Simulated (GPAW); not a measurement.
# ZrCuSiP (P4/nmm): the Si K absorption edge

Aim: the near-edge shape at the Si K edge of ZrCuSiP (P4/nmm), and what the core hole does to it.

Main program and level: GPAW 26.7.0; X-ray absorption from dipole matrix elements to empty bands, plane-wave PAW LDA.

Report form: the programs' logs are mostly left out.

## Step 1: Starting point

The structure is tetragonal, space group P4/nmm (No. 129). The conventional cell has a = 3.593 Å, b = 3.593 Å, c = 9.526 Å, α = 90.00°, β = 90.00°, γ = 90.00°. Zr has 4 P at 2.71 Å and 4 Si at 2.82 Å nearest. Nearest to Cu lie 4 P at 2.43 Å and 4 Cu at 2.54 Å. P has 4 Cu at 2.43 Å and 4 Zr at 2.71 Å nearest. Nearest to Si lie 4 Si at 2.54 Å and 4 Zr at 2.82 Å. Farther neighbours are not listed.

Coordinates:

```cif
data_structure
_symmetry_space_group_name_H-M 'P4/nmm:1'
_symmetry_Int_Tables_number 129
_cell_length_a 3.5935
_cell_length_b 3.5935
_cell_length_c 9.5264
_cell_angle_alpha 90.000
_cell_angle_beta 90.000
_cell_angle_gamma 90.000
_cell_volume 123.02
loop_
_atom_site_label
_atom_site_type_symbol
_atom_site_symmetry_multiplicity
_atom_site_Wyckoff_symbol
_atom_site_fract_x
_atom_site_fract_y
_atom_site_fract_z
_atom_site_occupancy
Zr1 Zr 2 c 0.50000 0.00000 0.22862 1
Cu1 Cu 2 b 0.00000 0.00000 0.50000 1
P1 P 2 c 0.50000 0.00000 0.67181 1
Si1 Si 2 a 0.00000 0.00000 0.00000 1
```

## Step 2: The field without a hole

A plain self-consistent run shows whether there is a gap, which decides the set-up of the core-hole run.

scf.py

```python
import numpy as np
from ase import Atoms
from ase.parallel import parprint, paropen
from gpaw import GPAW, PW, FermiDirac, Mixer, MixerDif, setup_paths
from gpaw.test import gen
setup_paths.insert(0, '.')
gen('Si', name='nch1s', xcname='LDA', corehole=(1, 0, 0), write_xml=True)
from gpaw.mpi import world
world.barrier()

atoms = Atoms('Zr2Cu2P2Si2',
    cell=[[3.593484, 0, 0],
     [0, 3.593484, 0],
     [0, 0, 9.526377]],
    scaled_positions=[[0.5, 0, 0.228617],
     [0, 0.5, 0.771383],
     [0, 0, 0.5],
     [0.5, 0.5, 0.5],
     [0.5, 0, 0.671813],
     [0, 0.5, 0.328187],
     [0, 0, 0],
     [0.5, 0.5, 0]],
    pbc=True)
atoms.calc = calc = GPAW(legacy_gpaw=True, mode=PW(430, force_complex_dtype=True), xc='LDA', setups={6: 'nch1s'},
    kpts={'size': (7, 7, 3), 'gamma': True}, occupations=FermiDirac(0.05),
    charge=0, mixer=Mixer(0.1, 5, 50), maxiter=150,
    convergence={'density': 0.0001, 'eigenstates': 1e-6}, txt='scf.txt')
energy = atoms.get_potential_energy() + calc.get_reference_energy()
ef = calc.get_fermi_level()
out = dict(energy=energy, fermi=ef, forces=atoms.get_forces().tolist())
parprint(f'all-electron energy {energy:.4f} eV, Fermi level {ef:.4f} eV')
ev = np.array([[calc.get_eigenvalues(k, s) for k in range(len(calc.get_ibz_k_points()))] for s in range(calc.get_number_of_spins())])
out['homo'], out['lumo'], out['counts'] = ev[ev < ef].max(), ev[ev > ef].min(), sorted(set((ev < ef).sum((0, 2)).tolist()))
out['filled'] = (ev[:, 0] < ef).sum(1).tolist()
import json
with paropen('out.json', 'w') as f:
    json.dump(out, f)
```

On the command line:

```
OMP_NUM_THREADS=1 mpirun -n 4 gpaw python scf.py
```

The job ended after 14 s (4 MPI ranks of Intel Xeon Platinum 8559C (Emerald Rapids), shared host; peak memory 0.23 GiB).

The mesh shows no gap, so the system is treated as a metal and the core electron is put at the Fermi level (neutral cell).

## Step 3: Spectrum without a core hole, Si atom 7

Without a hole the spectrum is the empty density of states of the right symmetry on the absorber, weighted by matrix elements. It needs only the small cell and serves as the baseline. The data set with a hole of occupation 0 only carries the core orbital.

The absorber has 4 Si at 2.54 Å and 4 Zr at 2.82 Å (8-fold, site symmetry -4m2).

xas.py

```python
import numpy as np
from ase import Atoms
from ase.parallel import parprint, paropen
from gpaw import GPAW, PW, FermiDirac, Mixer, MixerDif, setup_paths
from gpaw.test import gen
setup_paths.insert(0, '.')
gen('Si', name='nch1s', xcname='LDA', corehole=(1, 0, 0), write_xml=True)
from gpaw.mpi import world
world.barrier()

atoms = Atoms('Zr2Cu2P2Si2',
    cell=[[3.593484, 0, 0],
     [0, 3.593484, 0],
     [0, 0, 9.526377]],
    scaled_positions=[[0.5, 0, 0.228617],
     [0, 0.5, 0.771383],
     [0, 0, 0.5],
     [0.5, 0.5, 0.5],
     [0.5, 0, 0.671813],
     [0, 0.5, 0.328187],
     [0, 0, 0],
     [0.5, 0.5, 0]],
    pbc=True)
atoms.calc = calc = GPAW(legacy_gpaw=True, mode=PW(430, force_complex_dtype=True), xc='LDA', setups={6: 'nch1s'},
    kpts={'size': (9, 9, 4), 'gamma': True}, occupations=FermiDirac(0.1),
    charge=0, mixer=Mixer(0.1, 5, 50), maxiter=150,
    convergence={'density': 0.0001, 'eigenstates': 1e-6}, txt='scf.txt')
energy = atoms.get_potential_energy() + calc.get_reference_energy()
ef = calc.get_fermi_level()
out = dict(energy=energy, fermi=ef, forces=atoms.get_forces().tolist())
parprint(f'all-electron energy {energy:.4f} eV, Fermi level {ef:.4f} eV')
ev = np.array([[calc.get_eigenvalues(k, s) for k in range(len(calc.get_ibz_k_points()))] for s in range(calc.get_number_of_spins())])
out['homo'], out['lumo'], out['counts'] = ev[ev < ef].max(), ev[ev > ef].min(), sorted(set((ev < ef).sum((0, 2)).tolist()))
out['filled'] = (ev[:, 0] < ef).sum(1).tolist()

from ase.units import Ha
from gpaw.xas import dipole_matrix_elements
nb = int(calc.get_number_of_electrons() / 2) + 86
top, nb = nb, nb + 8 + nb // 12
nscf = calc.fixed_density(kpts={'size': (7, 7, 3), 'gamma': True}, nbands=nb,
    convergence={'bands': top, 'eigenstates': 5e-3}, maxiter=60, txt='nscf.txt')
cell = atoms.cell.array
ops = [cell.T @ U.T @ np.linalg.inv(cell.T) for U in nscf.wfs.kd.symmetry.op_scc]
E = np.arange(-25, 34, 0.1)
fwhm = np.interp(E, [4, 25], [0.9, 3.5])
Y, X, zero, highest = 0, 0, 1e9, 1e9
for spin in range(nscf.get_number_of_spins()):
    wfs = nscf.wfs
    mine = wfs.bd.get_slice()  # this rank's bands
    A = dipole_matrix_elements(wfs.setups[6])
    eps = np.zeros((wfs.kd.nibzkpts, nb))
    d = np.zeros((3, A.shape[1], wfs.kd.nibzkpts, nb), complex)
    for kpt in wfs.kpt_u:
        if kpt.s == spin and 6 in kpt.P_ani:
            eps[kpt.k, mine] = kpt.eps_n * Ha
            d[:, :, kpt.k, mine] = (kpt.weight * wfs.nspins / 2) ** 0.5 * np.inner(A, kpt.P_ani[6])
    world.sum(eps)
    world.sum(d)
    T = np.einsum('amkn,bmkn->abkn', d, d.conj()).real
    T = sum(np.einsum('ai,ijkn,bj->abkn', R, T, R) for R in ops) / len(ops)
    empty = eps > ef
    zero, highest = min(zero, eps[empty].min()), min(highest, eps[:, top - 1].min())
    lines = [(eps, T, empty)] if spin == 0 else lines + [(eps, T, empty)]
for eps, T, empty in lines:
    f = np.einsum('aakn->akn', T).reshape(3, -1)
    x = eps.ravel() - zero
    w = np.interp(x, E, fwhm) / 2.35482
    g = np.exp(-0.5 * ((E[:, None] - x) / w) ** 2) / (w * (2 * np.pi) ** 0.5)
    Y = Y + (f * empty.ravel()) @ g.T
    X = X + (f * ~empty.ravel()) @ g.T
out.update(E=E.round(2).tolist(), xas=Y.tolist(), xes=X.tolist(), zero=zero, valid=highest - zero, nk=len(eps), nb=nb)
for i in range(0, len(E), 10):
    parprint(f'{E[i]:7.2f}', *(f'{v:10.3e}' for v in Y[:, i]))
import json
with paropen('out.json', 'w') as f:
    json.dump(out, f)
```

On the command line:

```
OMP_NUM_THREADS=1 mpirun -n 4 gpaw python xas.py
```

Run time: 35 s. Hardware: 4 MPI ranks; peak memory 0.34 GiB.

The Si K spectrum, Si atom 7, no core hole (energy from the lowest empty level; intensity scaled to a mean of 1 over the first 20 eV; polarised curves are means over the symmetry-equivalent atoms):

| E (eV) | isotropic | ε ⊥ c | ε ∥ c |
| --- | --- | --- | --- |
| -2.00 | 0.00 | 0.00 | 0.00 |
| -1.25 | 0.00 | 0.00 | 0.00 |
| -0.50 | 0.08 | 0.11 | 0.01 |
| 0.25 | 0.44 | 0.60 | 0.11 |
| 1.00 | 0.36 | 0.47 | 0.13 |
| 1.75 | 0.56 | 0.71 | 0.27 |
| 2.50 | 0.94 | 1.19 | 0.43 |
| 3.25 | 0.63 | 0.76 | 0.38 |
| 4.00 | 1.03 | 1.14 | 0.81 |
| 4.75 | 1.18 | 1.16 | 1.23 |
| 5.50 | 1.21 | 0.94 | 1.74 |
| 6.25 | 1.39 | 1.08 | 2.00 |
| 7.00 | 1.29 | 1.13 | 1.60 |
| 7.75 | 1.37 | 1.48 | 1.15 |
| 8.50 | 1.50 | 1.79 | 0.91 |
| 9.25 | 1.36 | 1.58 | 0.92 |
| 10.00 | 1.32 | 1.47 | 1.04 |
| 10.75 | 1.24 | 1.36 | 1.00 |
| 11.50 | 1.09 | 1.14 | 0.99 |
| 12.25 | 0.93 | 0.79 | 1.20 |
| 13.00 | 0.83 | 0.59 | 1.31 |
| 13.75 | 0.80 | 0.64 | 1.13 |
| 14.50 | 0.85 | 0.85 | 0.86 |
| 15.25 | 0.92 | 1.03 | 0.70 |
| 16.00 | 0.90 | 1.03 | 0.66 |
| 16.75 | 0.86 | 0.95 | 0.68 |
| 17.50 | 0.88 | 0.97 | 0.71 |
| 18.25 | 0.96 | 1.06 | 0.75 |
| 19.00 | 1.01 | 1.12 | 0.78 |
| 19.75 | 1.02 | 1.12 | 0.82 |
| 20.50 | 1.00 | 1.07 | 0.85 |
| 21.25 | 0.98 | 1.03 | 0.88 |
| 22.00 | 0.97 | 1.00 | 0.90 |
| 22.75 | 0.93 | 0.95 | 0.90 |
| 23.50 | 0.86 | 0.85 | 0.88 |
| 24.25 | 0.78 | 0.75 | 0.85 |
| 25.00 | 0.71 | 0.67 | 0.81 |
| 25.75 | 0.67 | 0.62 | 0.76 |
| 26.50 | 0.63 | 0.60 | 0.70 |
| 27.25 | 0.61 | 0.58 | 0.68 |
| 28.00 | 0.60 | 0.55 | 0.70 |
| 28.75 | 0.62 | 0.54 | 0.77 |
| 29.50 | 0.65 | 0.54 | 0.87 |
| 30.25 | 0.71 | 0.57 | 0.98 |
| 31.00 | 0.77 | 0.62 | 1.06 |

Main maxima below 24 eV (height): 0.4 eV (0.46), 2.4 eV (0.96), 6.4 eV (1.40), 8.4 eV (1.50), 15.5 eV (0.92) and 19.4 eV (1.02). A K edge sees empty p states on the absorber.

The same matrix elements for filled bands give the Si K emission of Si atom 7 (ground-state approximation; energy from the lowest empty level, largest value 1):

| E (eV) | emission |
| --- | --- |
| -24.00 | 0.00 |
| -23.25 | 0.00 |
| -22.50 | 0.00 |
| -21.75 | 0.00 |
| -21.00 | 0.00 |
| -20.25 | 0.00 |
| -19.50 | 0.00 |
| -18.75 | 0.00 |
| -18.00 | 0.00 |
| -17.25 | 0.00 |
| -16.50 | 0.00 |
| -15.75 | 0.00 |
| -15.00 | 0.00 |
| -14.25 | 0.00 |
| -13.50 | 0.00 |
| -12.75 | 0.00 |
| -12.00 | 0.00 |
| -11.25 | 0.01 |
| -10.50 | 0.03 |
| -9.75 | 0.05 |
| -9.00 | 0.06 |
| -8.25 | 0.10 |
| -7.50 | 0.07 |
| -6.75 | 0.11 |
| -6.00 | 0.18 |
| -5.25 | 0.18 |
| -4.50 | 0.31 |
| -3.75 | 0.46 |
| -3.00 | 0.71 |
| -2.25 | 0.95 |
| -1.50 | 0.75 |
| -0.75 | 0.32 |
| 0.00 | 0.07 |
| 0.75 | 0.00 |
| 1.50 | 0.00 |
| 2.25 | 0.00 |
| 3.00 | 0.00 |

Emission maxima: -2.0 eV (1.00).

## Step 4: Supercell without a hole, the energy reference

The photon energy needs a difference of total energies, so the cell and mesh of the coming hole run are first run without a hole.

scf.py, as its differences from that of step 2:

```diff
@@ -10,17 +10,25 @@
 
-atoms = Atoms('Zr2Cu2P2Si2',
-    cell=[[3.593484, 0, 0],
-     [0, 3.593484, 0],
-     [0, 0, 9.526377]],
-    scaled_positions=[[0.5, 0, 0.228617],
-     [0, 0.5, 0.771383],
-     [0, 0, 0.5],
-     [0.5, 0.5, 0.5],
-     [0.5, 0, 0.671813],
-     [0, 0.5, 0.328187],
+atoms = Atoms('Zr4Cu4P4Si4',
+    cell=[[-3.593484, 3.593484, 0],
+     [-3.593484, -3.593484, 0],
+     [3.593484, 0, 9.526377]],
+    scaled_positions=[[0.8643085, 0.8643085, 0.228617],
+     [0.3643085, 0.3643085, 0.228617],
+     [0.6356915, 0.1356915, 0.771383],
+     [0.1356915, 0.6356915, 0.771383],
+     [0.25, 0.25, 0.5],
+     [0.75, 0.75, 0.5],
+     [0.25, 0.75, 0.5],
+     [0.75, 0.25, 0.5],
+     [0.0859065, 0.0859065, 0.671813],
+     [0.5859065, 0.5859065, 0.671813],
+     [0.4140935, 0.9140935, 0.328187],
+     [0.9140935, 0.4140935, 0.328187],
      [0, 0, 0],
-     [0.5, 0.5, 0]],
+     [0.5, 0.5, 0],
+     [0, 0.5, 0],
+     [0.5, 0, 0]],
     pbc=True)
-atoms.calc = calc = GPAW(legacy_gpaw=True, mode=PW(430, force_complex_dtype=True), xc='LDA', setups={6: 'nch1s'},
-    kpts={'size': (7, 7, 3), 'gamma': True}, occupations=FermiDirac(0.05),
+atoms.calc = calc = GPAW(legacy_gpaw=True, mode=PW(430, force_complex_dtype=True), xc='LDA', setups={12: 'nch1s'},
+    kpts={'size': (4, 4, 4), 'gamma': True}, occupations=FermiDirac(0.1),
     charge=0, mixer=Mixer(0.1, 5, 50), maxiter=150,
```

On the command line:

```
OMP_NUM_THREADS=1 mpirun -n 4 gpaw python scf.py
```

Run time: 88 s. Hardware: 4 MPI ranks; peak memory 0.48 GiB; 5.9 min of CPU time.

Reference energy: -639587.499 eV with the cores included.

## Step 5: Spectrum with XCH, Si atom 7

The holes are 5.1 Å apart. In GPAW the data set carries the hole's charge, so charge=0 means a charged cell and charge=-1 a neutral one. The excited electron is kept in the cell, where it fills the lowest empty states and screens the hole. After the field has converged, empty bands are computed with the density fixed and the dipole matrix elements are summed.

xas.py

```python
import numpy as np
from ase import Atoms
from ase.parallel import parprint, paropen
from gpaw import GPAW, PW, FermiDirac, Mixer, MixerDif, setup_paths
from gpaw.test import gen
setup_paths.insert(0, '.')
gen('Si', name='fch1s', xcname='LDA', corehole=(1, 0, 1), write_xml=True)
from gpaw.mpi import world
world.barrier()

atoms = Atoms('Zr4Cu4P4Si4',
    cell=[[-3.593484, 3.593484, 0],
     [-3.593484, -3.593484, 0],
     [3.593484, 0, 9.526377]],
    scaled_positions=[[0.8643085, 0.8643085, 0.228617],
     [0.3643085, 0.3643085, 0.228617],
     [0.6356915, 0.1356915, 0.771383],
     [0.1356915, 0.6356915, 0.771383],
     [0.25, 0.25, 0.5],
     [0.75, 0.75, 0.5],
     [0.25, 0.75, 0.5],
     [0.75, 0.25, 0.5],
     [0.0859065, 0.0859065, 0.671813],
     [0.5859065, 0.5859065, 0.671813],
     [0.4140935, 0.9140935, 0.328187],
     [0.9140935, 0.4140935, 0.328187],
     [0, 0, 0],
     [0.5, 0.5, 0],
     [0, 0.5, 0],
     [0.5, 0, 0]],
    pbc=True)
atoms.calc = calc = GPAW(legacy_gpaw=True, mode=PW(430, force_complex_dtype=True), xc='LDA', setups={12: 'fch1s'},
    kpts={'size': (4, 4, 4), 'gamma': True}, occupations=FermiDirac(0.1),
    charge=-1, mixer=Mixer(0.1, 5, 50), maxiter=150,
    convergence={'density': 0.0001, 'eigenstates': 1e-6}, txt='scf.txt')
energy = atoms.get_potential_energy() + calc.get_reference_energy()
ef = calc.get_fermi_level()
out = dict(energy=energy, fermi=ef, forces=atoms.get_forces().tolist())
parprint(f'all-electron energy {energy:.4f} eV, Fermi level {ef:.4f} eV')
ev = np.array([[calc.get_eigenvalues(k, s) for k in range(len(calc.get_ibz_k_points()))] for s in range(calc.get_number_of_spins())])
out['homo'], out['lumo'], out['counts'] = ev[ev < ef].max(), ev[ev > ef].min(), sorted(set((ev < ef).sum((0, 2)).tolist()))
out['filled'] = (ev[:, 0] < ef).sum(1).tolist()

from ase.units import Ha
from gpaw.xas import dipole_matrix_elements
nb = int(calc.get_number_of_electrons() / 2) + 169
top, nb = nb, nb + 8 + nb // 12
nscf = calc.fixed_density(kpts={'size': (5, 5, 5), 'gamma': True}, nbands=nb,
    convergence={'bands': top, 'eigenstates': 5e-3}, maxiter=60, txt='nscf.txt')
cell = atoms.cell.array
ops = [cell.T @ U.T @ np.linalg.inv(cell.T) for U in nscf.wfs.kd.symmetry.op_scc]
E = np.arange(-6, 34, 0.1)
fwhm = np.interp(E, [4, 25], [0.9, 3.5])
Y, X, zero, highest = 0, 0, 1e9, 1e9
for spin in range(nscf.get_number_of_spins()):
    wfs = nscf.wfs
    mine = wfs.bd.get_slice()  # this rank's bands
    A = dipole_matrix_elements(wfs.setups[12])
    eps = np.zeros((wfs.kd.nibzkpts, nb))
    d = np.zeros((3, A.shape[1], wfs.kd.nibzkpts, nb), complex)
    for kpt in wfs.kpt_u:
        if kpt.s == spin and 12 in kpt.P_ani:
            eps[kpt.k, mine] = kpt.eps_n * Ha
            d[:, :, kpt.k, mine] = (kpt.weight * wfs.nspins / 2) ** 0.5 * np.inner(A, kpt.P_ani[12])
    world.sum(eps)
    world.sum(d)
    T = np.einsum('amkn,bmkn->abkn', d, d.conj()).real
    T = sum(np.einsum('ai,ijkn,bj->abkn', R, T, R) for R in ops) / len(ops)
    empty = eps > ef
    zero, highest = min(zero, eps[empty].min()), min(highest, eps[:, top - 1].min())
    lines = [(eps, T, empty)] if spin == 0 else lines + [(eps, T, empty)]
for eps, T, empty in lines:
    f = np.einsum('aakn->akn', T).reshape(3, -1)
    x = eps.ravel() - zero
    w = np.interp(x, E, fwhm) / 2.35482
    g = np.exp(-0.5 * ((E[:, None] - x) / w) ** 2) / (w * (2 * np.pi) ** 0.5)
    Y = Y + (f * empty.ravel()) @ g.T
    X = X + (f * ~empty.ravel()) @ g.T
out.update(E=E.round(2).tolist(), xas=Y.tolist(), xes=X.tolist(), zero=zero, valid=highest - zero, nk=len(eps), nb=nb)
for i in range(0, len(E), 10):
    parprint(f'{E[i]:7.2f}', *(f'{v:10.3e}' for v in Y[:, i]))
import json
with paropen('out.json', 'w') as f:
    json.dump(out, f)
```

On the command line:

```
OMP_NUM_THREADS=1 mpirun -n 4 gpaw python xas.py
```

Run time: 4.2 min. Hardware: 4 MPI ranks; peak memory 0.74 GiB; 17 min of CPU time.

The Si K spectrum, Si atom 7, excited-electron core hole (neutral cell) (energy from the lowest empty level; intensity scaled to a mean of 1 over the first 20 eV; polarised curves are means over the symmetry-equivalent atoms):

| E (eV) | isotropic | ε ⊥ c | ε ∥ c |
| --- | --- | --- | --- |
| -2.0 | 0.00 | 0.00 | 0.00 |
| -1.5 | 0.00 | 0.00 | 0.00 |
| -1.0 | 0.01 | 0.01 | 0.00 |
| -0.5 | 0.14 | 0.21 | 0.02 |
| 0.0 | 0.54 | 0.77 | 0.09 |
| 0.5 | 0.57 | 0.79 | 0.13 |
| 1.0 | 0.49 | 0.67 | 0.14 |
| 1.5 | 0.85 | 1.11 | 0.34 |
| 2.0 | 1.02 | 1.23 | 0.62 |
| 2.5 | 0.96 | 1.12 | 0.64 |
| 3.0 | 0.98 | 1.12 | 0.72 |
| 3.5 | 1.30 | 1.27 | 1.35 |
| 4.0 | 1.53 | 1.33 | 1.93 |
| 4.5 | 1.58 | 1.32 | 2.11 |
| 5.0 | 1.80 | 1.48 | 2.44 |
| 5.5 | 1.73 | 1.53 | 2.12 |
| 6.0 | 1.46 | 1.47 | 1.43 |
| 6.5 | 1.37 | 1.50 | 1.12 |
| 7.0 | 1.48 | 1.78 | 0.88 |
| 7.5 | 1.61 | 2.04 | 0.75 |
| 8.0 | 1.52 | 1.88 | 0.80 |
| 8.5 | 1.20 | 1.37 | 0.86 |
| 9.0 | 0.92 | 0.93 | 0.89 |
| 9.5 | 0.81 | 0.75 | 0.94 |
| 10.0 | 0.77 | 0.70 | 0.91 |
| 10.5 | 0.72 | 0.66 | 0.83 |
| 11.0 | 0.69 | 0.61 | 0.84 |
| 11.5 | 0.71 | 0.57 | 0.97 |
| 12.0 | 0.74 | 0.56 | 1.10 |
| 12.5 | 0.76 | 0.59 | 1.11 |
| 13.0 | 0.77 | 0.66 | 0.99 |
| 13.5 | 0.77 | 0.74 | 0.82 |
| 14.0 | 0.76 | 0.80 | 0.68 |
| 14.5 | 0.76 | 0.85 | 0.59 |
| 15.0 | 0.77 | 0.89 | 0.55 |
| 15.5 | 0.79 | 0.92 | 0.55 |
| 16.0 | 0.81 | 0.94 | 0.56 |
| 16.5 | 0.84 | 0.96 | 0.58 |
| 17.0 | 0.87 | 1.00 | 0.61 |
| 17.5 | 0.90 | 1.04 | 0.64 |
| 18.0 | 0.92 | 1.04 | 0.69 |
| 18.5 | 0.91 | 1.00 | 0.74 |
| 19.0 | 0.89 | 0.95 | 0.78 |
| 19.5 | 0.87 | 0.89 | 0.82 |
| 20.0 | 0.85 | 0.85 | 0.84 |
| 20.5 | 0.83 | 0.82 | 0.86 |
| 21.0 | 0.81 | 0.79 | 0.86 |
| 21.5 | 0.79 | 0.76 | 0.86 |
| 22.0 | 0.76 | 0.72 | 0.85 |
| 22.5 | 0.73 | 0.67 | 0.83 |
| 23.0 | 0.69 | 0.63 | 0.81 |
| 23.5 | 0.65 | 0.58 | 0.79 |
| 24.0 | 0.61 | 0.54 | 0.75 |
| 24.5 | 0.58 | 0.51 | 0.72 |
| 25.0 | 0.55 | 0.49 | 0.68 |
| 25.5 | 0.54 | 0.48 | 0.65 |
| 26.0 | 0.53 | 0.47 | 0.63 |
| 26.5 | 0.53 | 0.47 | 0.63 |
| 27.0 | 0.53 | 0.47 | 0.65 |
| 27.5 | 0.55 | 0.47 | 0.69 |
| 28.0 | 0.56 | 0.48 | 0.74 |
| 28.5 | 0.59 | 0.48 | 0.81 |
| 29.0 | 0.63 | 0.50 | 0.88 |
| 29.5 | 0.67 | 0.53 | 0.95 |
| 30.0 | 0.71 | 0.57 | 1.01 |
| 30.5 | 0.75 | 0.61 | 1.04 |
| 31.0 | 0.77 | 0.64 | 1.04 |
| 31.5 | 0.78 | 0.67 | 1.01 |

Main maxima below 24 eV (height): 0.3 eV (0.63), 2.0 eV (1.02), 5.2 eV (1.83), 7.6 eV (1.62) and 18.1 eV (0.92). 

The total-energy difference is 1842.96 eV. One term is added: -14.86 eV, since the hole is spin-paired here and a spin-polarised one costs that much less in the free atom (computed apart). The photon energy is then 1828.10 eV. The tabulated edge of the element is 1839 eV. The functional leaves an error in such absolute values: in the free atom LDA prices this hole 7.8 eV below PBE (computed apart), and PBE is itself good to a few eV.

## Step 6: Reference energy of the cell

The cell and mesh change for the next run, so it gets a reference energy of its own.

scf.py

```python
import numpy as np
from ase import Atoms
from ase.parallel import parprint, paropen
from gpaw import GPAW, PW, FermiDirac, Mixer, MixerDif, setup_paths
from gpaw.test import gen
setup_paths.insert(0, '.')
gen('Si', name='nch1s', xcname='LDA', corehole=(1, 0, 0), write_xml=True)
from gpaw.mpi import world
world.barrier()

atoms = Atoms('Zr2Cu2P2Si2',
    cell=[[3.593484, 0, 0],
     [0, 3.593484, 0],
     [0, 0, 9.526377]],
    scaled_positions=[[0.5, 0, 0.228617],
     [0, 0.5, 0.771383],
     [0, 0, 0.5],
     [0.5, 0.5, 0.5],
     [0.5, 0, 0.671813],
     [0, 0.5, 0.328187],
     [0, 0, 0],
     [0.5, 0.5, 0]],
    pbc=True)
atoms.calc = calc = GPAW(legacy_gpaw=True, mode=PW(430, force_complex_dtype=True), xc='LDA', setups={6: 'nch1s'},
    kpts={'size': (6, 6, 2), 'gamma': True}, occupations=FermiDirac(0.1),
    charge=0, mixer=Mixer(0.1, 5, 50), maxiter=150,
    convergence={'density': 0.0001, 'eigenstates': 1e-6}, txt='scf.txt')
energy = atoms.get_potential_energy() + calc.get_reference_energy()
ef = calc.get_fermi_level()
out = dict(energy=energy, fermi=ef, forces=atoms.get_forces().tolist())
parprint(f'all-electron energy {energy:.4f} eV, Fermi level {ef:.4f} eV')
ev = np.array([[calc.get_eigenvalues(k, s) for k in range(len(calc.get_ibz_k_points()))] for s in range(calc.get_number_of_spins())])
out['homo'], out['lumo'], out['counts'] = ev[ev < ef].max(), ev[ev > ef].min(), sorted(set((ev < ef).sum((0, 2)).tolist()))
out['filled'] = (ev[:, 0] < ef).sum(1).tolist()
import json
with paropen('out.json', 'w') as f:
    json.dump(out, f)
```

On the command line:

```
OMP_NUM_THREADS=1 mpirun -n 4 gpaw python scf.py
```

The job ended after 12 s (4 MPI ranks; peak memory 0.23 GiB).

(Part 1 of 2 ends here.)

[Logs are printed without paths, hosts, clocks, repeated set-up lines and the standing remarks that a program may print on its own settings, such as how far it seeks lower states.]

[Hosts, paths, dates, database ids (printed as entryN), source tags and the programs' standing remarks are cut or masked in the printed files.]

[Lists of maxima count a maximum above −3 eV only where it reaches 4 % of the highest in the window and stands out from its surroundings by 2 % of it (1.5 % where it reaches 55 %); shoulders and weaker maxima are passed over, and of the rest the first, up to two pre-edge ones and the few strongest are named.]
